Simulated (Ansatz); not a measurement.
## Lattice dynamics of SrAlH3 (Pm-3m)

The cell of SrAlH3 (Pm-3m) is at rest. What are its phonons? After the zone centre comes a 4×4×4 q mesh on a 8×8×8 k mesh.

Program: Ansatz 0.2.0. Level of theory: DFT PBEsol, scalar-relativistic, plane waves, PAW; PAW set soft_1. Results are calculated unless marked as measured.

**1. Starting point**

The structure is cubic, space group Pm-3m (No. 221). The conventional cell has a = 4.496 Å, b = 4.496 Å, c = 4.496 Å, α = 90.00°, β = 90.00°, γ = 90.00°. Sr has 6 H at 2.25 Å nearest. Nearest to Al lie 12 H at 3.18 Å. H has 2 Sr at 2.25 Å nearest. Farther neighbours are not listed.

**2. Linear response at the zone centre**

The cell comes from relaxations at this level that are not shown. The zone centre comes first: it holds the modes that light can see, as far as symmetry allows. No field response is asked, since the mesh shows no gap.

Input file input.yaml:

```yaml
crystal:
  lattice:
    - [4.4956135358, 0.0, 0.0]
    - [0.0, 4.4956135358, 0.0]
    - [0.0, 0.0, 4.4956135358]
  atoms:
    - { symbol: Sr, position: [0.5, 0.5, 0.5] }
    - { symbol: Al, position: [0.0, 0.0, 0.0] }
    - { symbol: H, position: [0.0, 0.5, 0.5] }
    - { symbol: H, position: [0.5, 0.5, 0.0] }
    - { symbol: H, position: [0.5, 0.0, 0.5] }
kpoints:
  mp_grid: { grid: [8, 8, 8] }
hamiltonian:
  xc: pbesol
  pseudopotentials: { kind: paw, azcp: { folder: soft_1 }, xc_functional: pbe }
scf:
  occupations: { method: methfessel_paxton, width: 0.2 }
output:
  eigenvalues: true
phonons:
  method: dfpt
```

Launch:

```sh
> ansatz run input.yaml --threads 4 --pin off --max-ram 10240MiB --backend cpu --events-out ev --progress --plain --runs-dir out
```

Numbers of over 12 decimals in the logs are rounded to 6 here.

The log of the run:

```text
zone centre: on kpoints.mp_grid the ground state, and the responses unless they are solved on pairs of k-points, stand on 125 of the mesh's 512 k-points, reduced under 8 symmetry operations, with k and −k counted as one. Each operation leaves every solved displacement unchanged or reverses it
Engine: ansatz 0.2.0, aarch64-unknown-linux-gnu
Pseudopotentials: kind: paw
Pseudopotential: Sr, paw, valence charge 10, recommended cutoff 420 eV (normal), soft_1/Sr.paw.azcp
Pseudopotential: Al, paw, valence charge 3, recommended cutoff 420 eV (normal), soft_1/Al.paw.azcp
Pseudopotential: H, paw, valence charge 1, recommended cutoff 420 eV (normal), soft_1/H.paw.azcp
Functional definition: PBEsol
  exchange = pbesol_x
  correlation = pbesol_c
Crystal: 5 atoms, lattice volume = 90.859 Å³
Basis set: ecut = 420 eV, 1791 PW (Γ), exchange–correlation on 64×64×64 points (8 copies of the dense FFT grid, shifted against one another)
Bands: 13, of which v1, the nominal top of the filled ones, is band 8 counted from 1 (7 counted from 0)
Symmetry: 48 space group operations
k-points: 125 of 512 (irreducible under 8 space group operations)
Non-local potential: Sr, projectors of the file, l = 0: 3, l = 1: 2, l = 2: 2
Non-local potential: Al, projectors of the file, l = 0: 2, l = 1: 2, l = 2: 1
Non-local potential: H, projectors of the file, l = 0: 2, l = 1: 1
PAW form: soft (Blöchl's): semilocal exchange-correlation on the pseudo side does not see the compensation charge
PAW frozen core: Sr, regenerated for the run's functional, and the local potential with it (the file was generated under x = pbe(κ = 0.804, μ = 0.219515), c = pbe(β = 0.066725))
PAW frozen core: Al, regenerated for the run's functional, and the local potential with it (the file was generated under x = pbe(κ = 0.804, μ = 0.219515), c = pbe(β = 0.066725))
PAW one-centre angular grid: Sr, 110 points (default); XC on 64 Gauss nodes
PAW one-centre angular grid: Al, 110 points (default); XC on 64 Gauss nodes
PAW one-centre angular grid: H, 110 points (default); XC on 64 Gauss nodes
Initial density: superposition of atomic densities (chi_scale 0.1, normalization cell, long waves kept (reshape's long-wave potential 0.00 eV rms))
Initial wavefunctions: pseudopotential atomic-orbital guess
Functional: x = pbesol(κ = 0.804, μ = 0.123457), c = pbesol(β = 0.046)
SCF iter   1: F=—  HF=-4064.007312 eV  |F-HF|=—  |Δ(HF+E_count)|=         —  Δρ=5.72e-2  dr2=5.26e0  ethr=3.10e-3  ⟨swp⟩=7.9  Hψ=13163  notcnv=0
preconditioner: auto → Kerker (q_TF=auto, 2.043 Å⁻¹)  [metal: Δε(μ)=0.049 eV  Ē_g=6.432 eV  σ=0.200 eV  W_gap=0.20  n_scr=18 (ndim 8)  ℏωp=11.0 eV  f_vac=0.000  D(μ)=0.05/eV (n_scr^D=0)]
SCF iter   2: F=—  HF=-4062.729723 eV  |F-HF|=—  |Δ(HF+E_count)|=    1.28e0  S|Δr|=    0.00e0  Δρ=2.85e-2  dr2=1.86e0  ethr=3.10e-3  ⟨swp⟩=2.8  Hψ=3653  notcnv=0  defer=96
preconditioner: auto → Resta (q_TF=auto, 2.043 Å⁻¹)  ε∞=4.3  [insulator: Δε(μ)=0.224 eV  Ē_g=6.094 eV  σ=0.200 eV  W_gap=0.67  n_scr=18 (ndim 8)  ℏωp=11.0 eV  f_vac=0.000  D(μ)=0.06/eV (n_scr^D=0)  ε∞_Penn≈4.3]
SCF iter   3: F=—  HF=-4062.085413 eV  |F-HF|=—  |Δ(HF+E_count)|=   6.44e-1  S|Δr|=    0.00e0  Δρ=7.91e-3  dr2=4.25e-2  ethr=3.10e-3  ⟨swp⟩=3.1  Hψ=3041  notcnv=0  defer=96
SCF iter   4: F=—  HF=-4062.076827 eV  |F-HF|=—  |Δ(HF+E_count)|=   8.59e-3  S|Δr|=    0.00e0  Δρ=1.87e-3  dr2=8.99e-3  ethr=2.66e-4  ⟨swp⟩=2.6  Hψ=3118  notcnv=0  defer=99
SCF iter   5: F=—  HF=-4062.074390 eV  |F-HF|=—  |Δ(HF+E_count)|=   2.44e-3  S|Δr|=    0.00e0  Δρ=4.16e-4  dr2=2.81e-4  ethr=5.62e-5  ⟨swp⟩=2.0  Hψ=1963  notcnv=0  defer=99
SCF iter   6: F=—  HF=-4062.074344 eV  |F-HF|=—  |Δ(HF+E_count)|=   4.62e-5  S|Δr|=    0.00e0  Δρ=6.05e-5  dr2=6.54e-6  ethr=1.76e-6  ⟨swp⟩=2.0  Hψ=1990  notcnv=0  defer=99
SCF iter   7: F=—  HF=-4062.074345 eV  |F-HF|=—  |Δ(HF+E_count)|=   1.72e-6  S|Δr|=    0.00e0  Δρ=2.20e-5  dr2=8.16e-7  ethr=4.09e-8  ⟨swp⟩=2.4  Hψ=2457  notcnv=0  defer=99
SCF iter   8: F=—  HF=-4062.074346 eV  |F-HF|=—  |Δ(HF+E_count)|=   5.46e-7  S|Δr|=    0.00e0  Δρ=2.75e-6  dr2=1.29e-8  ethr=5.10e-9  ⟨swp⟩=2.2  Hψ=1872  notcnv=0  defer=99
SCF iter   9: F=—  HF=-4062.074346 eV  |F-HF|=—  |Δ(HF+E_count)|=   4.79e-9  S|Δr|=    0.00e0  Δρ=4.35e-7  dr2=5.41e-11  ethr=8.08e-11  ⟨swp⟩=2.1  Hψ=2154  notcnv=0  defer=99
SCF iter  10: F=-4062.074346 eV  HF=-4062.074346 eV  |F-HF|=1.36e-12  |Δ(HF+E_count)|=  5.55e-11  S|Δr|=    0.00e0  Δρ=7.05e-8  dr2=5.20e-12  ethr=1.00e-12  ⟨swp⟩=14.5  Hψ=12719  notcnv=0
SCF 1 converged in 10 iterations: F = -4062.074346 eV  dr2 = 5.20e-12
  greatest PAW one-centre occupation: 0.987 electrons in one spin orbital (limit 2), on the Sr atom at site 0 (counted from 0), in its partial waves of l = 0
DFPT response loops at Γ: preconditioner auto → Kerker (q_TF=auto, 2.043 Å⁻¹) (partly filled bands, converged f_vac=0.000); β = 1.00, the filter's whole step (`scf.mixing.beta` (0.50) is not read by the response loops under this deck's `scf.mixing.preconditioner`; to damp them name `kerker` or `kerker_dos`, under which they read `scf.mixing.beta`, and type it under 1.00, their step now; both keys bind the ground state too); Broyden in place of MSR1
SCF converged after 10 iterations
Stability not checked: this state was not tested for a lower state beside it, because cold or Methfessel-Paxton smearing, or corrected tetrahedra, fill the levels in a way that the test cannot read (fill_not_monotonic; see scf.lower_state_search)
Free energy (F): -4062.074346 eV
Harris-Foulkes:  -4062.074346 eV  (|F-HF|=1.36e-12)
Internal energy: -4062.075336 eV  (E = F + TS)
E sigma→0 (E₀):  -4062.074594 eV
Entropy (-TS):   0.000991 eV (0.198 meV/atom)
Fermi energy:    2.811716 eV
Step filling:    the computed levels leave a gap of 0.1422 eV = 0.7 smearing widths at the electron count; against every level under it full and every level over it empty, smearing changes F+E_penalty+E_count by +0.604 meV and its σ→0 estimate by +0.356 meV
--- Per-component energies (eV) ---
  E_band       = -134.606299
  E_kinetic    = 288.596784
  E_local      = -890.089990  (includes V_loc(G=0)·N_el)
  E_nonlocal   = 247.415786
  E_hartree    = 240.560361
  E_xc         = -233.166109
  E_vxc        = -213.304453  (∫ρ·V_xc dr)
  E_paw        = -3097.948180  (= ΣΔE_a)
  E_vpaw       = -48.342420  (= ΣTr[D̂ρ^β])
  E_aug_tail   = -0.002764  (compensation charges beyond the density's cutoff)
  E_ewald      = -617.594712
  E_core_change = 0.153487  (= ΣΔE_core)
  E_smearing   = 0.000991  (= −TS)
  E_closure    = -0.000000  (closes the sum)
  Σ components = -4062.074346   (vs F -4062.074346, Δ=0.00e0)
--- Band table (eV; the first three rows and the last of 125) ---
  k-point 0: bands = [... 4 lower, -3.0198, 0.7202, 0.7202, 2.7485, 5.0527, 5.0527, 5.0527, 8.7194, ... 1 higher]
  k-point 1: bands = [... 4 lower, -2.8945, 0.7115, 0.7486, 2.4747, 5.0367, 5.0367, 5.3855, 8.6971, ... 1 higher]
  k-point 2: bands = [... 4 lower, -2.5352, 0.3797, 0.8199, 2.3683, 4.9926, 4.9926, 5.9379, 8.7326, ... 1 higher]
  k-point 124: bands = [... 4 lower, 0.0213, 1.8419, 1.8419, 1.8419, 2.6901, 2.6901, 2.6901, 8.6194, ... 1 higher]
--- Phonons (Γ-DFPT): 4 representative perturbations + reference, on 125 of 512 k-points (Σ response iterations 12) ---
  k mesh reduced under 8 symmetry operations, with k and −k counted as one. Each operation leaves every solved displacement unchanged or reverses it
  ASR residual: 1.522e-4 → 0.000e0 eV/Å²; symmetrization residual: 5.913e-7 eV/Å²
  ASR residual per site (eV/Å²): 1.52e-4 1.60e-5 2.92e-5 2.92e-5 2.92e-5
  Γ frequencies (cm⁻¹): -603.98 -603.98 -603.98 -505.00 -505.00 -505.00 0.00 0.00 0.00 101.58 101.58 101.58 1383.05 1383.05 1383.05
  non-analytic LO–TO correction: not included (Born effective charges unavailable; polar crystals: no LO–TO splitting at Γ)
```

Wall time 16 s (4 threads of Arm Neoverse V1, shared host); peak memory 0.69 GiB.

Numbers from this step:

| Quantity | Value |
| --- | --- |
| volume per atom | 18.17 Å³ |
| gap on the k-mesh | 0 eV |
| sum-rule residual before enforcement | 1.52e-4 eV/Å² |
| point group | m-3m |
| highest optical mode at the zone centre (no LO-TO term) | 1383 cm⁻¹ |
| lowest optical zone-centre mode | -604.0 cm⁻¹ |

Patterns of degenerate modes are one choice out of their space. The modes at Γ (shares of kinetic energy by element, %) (negative means imaginary):

| mode | frequency (cm⁻¹) | symmetry | Sr % | Al % | H % |
| --- | --- | --- | --- | --- | --- |
| 1 | -604.0 | T1u | 0 | 5 | 95 |
| 2 | -604.0 | T1u | 0 | 5 | 95 |
| 3 | -604.0 | T1u | 0 | 5 | 95 |
| 4 | -505.0 | T2u | 0 | 0 | 100 |
| 5 | -505.0 | T2u | 0 | 0 | 100 |
| 6 | -505.0 | T2u | 0 | 0 | 100 |
| 7 | 0.0 | acoustic | 74 | 23 | 3 |
| 8 | 0.0 | acoustic | 74 | 23 | 3 |
| 9 | 0.0 | acoustic | 74 | 23 | 3 |
| 10 | 101.6 | T1u | 24 | 73 | 3 |
| 11 | 101.6 | T1u | 24 | 73 | 3 |
| 12 | 101.6 | T1u | 24 | 73 | 3 |
| 13 | 1383.0 | T1u | 1 | 0 | 99 |
| 14 | 1383.0 | T1u | 1 | 0 | 99 |
| 15 | 1383.0 | T1u | 1 | 0 | 99 |

Displacements in mode 2 (-604.0 cm⁻¹), the largest set to 1:
```
Sr1  0.00  0.00  0.00
Al2 -0.06  0.00  0.00
H3   0.01  0.00  0.02
H4   1.00  0.00  0.00
H5   1.00  0.00  0.02
```

Displacements in mode 14 (1383.0 cm⁻¹), the largest set to 1:
```
Sr1  0.00  0.00 -0.01
Al2  0.00  0.00  0.00
H3   0.00  0.00 -0.01
H4   0.00  0.00  1.00
H5   0.00 -0.08 -0.01
```

Before it was imposed, the acoustic sum rule was missed by 1.5e-4 eV/Å². Small misses are needed for a sound result but don't prove that mesh and cutoff are converged. The lowest optical mode is imaginary, 604.0i cm⁻¹, so the energy falls along it.

(Part 1 of 2 ends here.)

[Logs are printed without paths, hosts, clocks, repeated set-up lines and the standing remarks that a program may print on its own settings, such as how far it seeks lower states.]

[Hosts, paths, dates, database ids (printed as entryN), source tags and the programs' standing remarks are cut or masked in the printed files.]
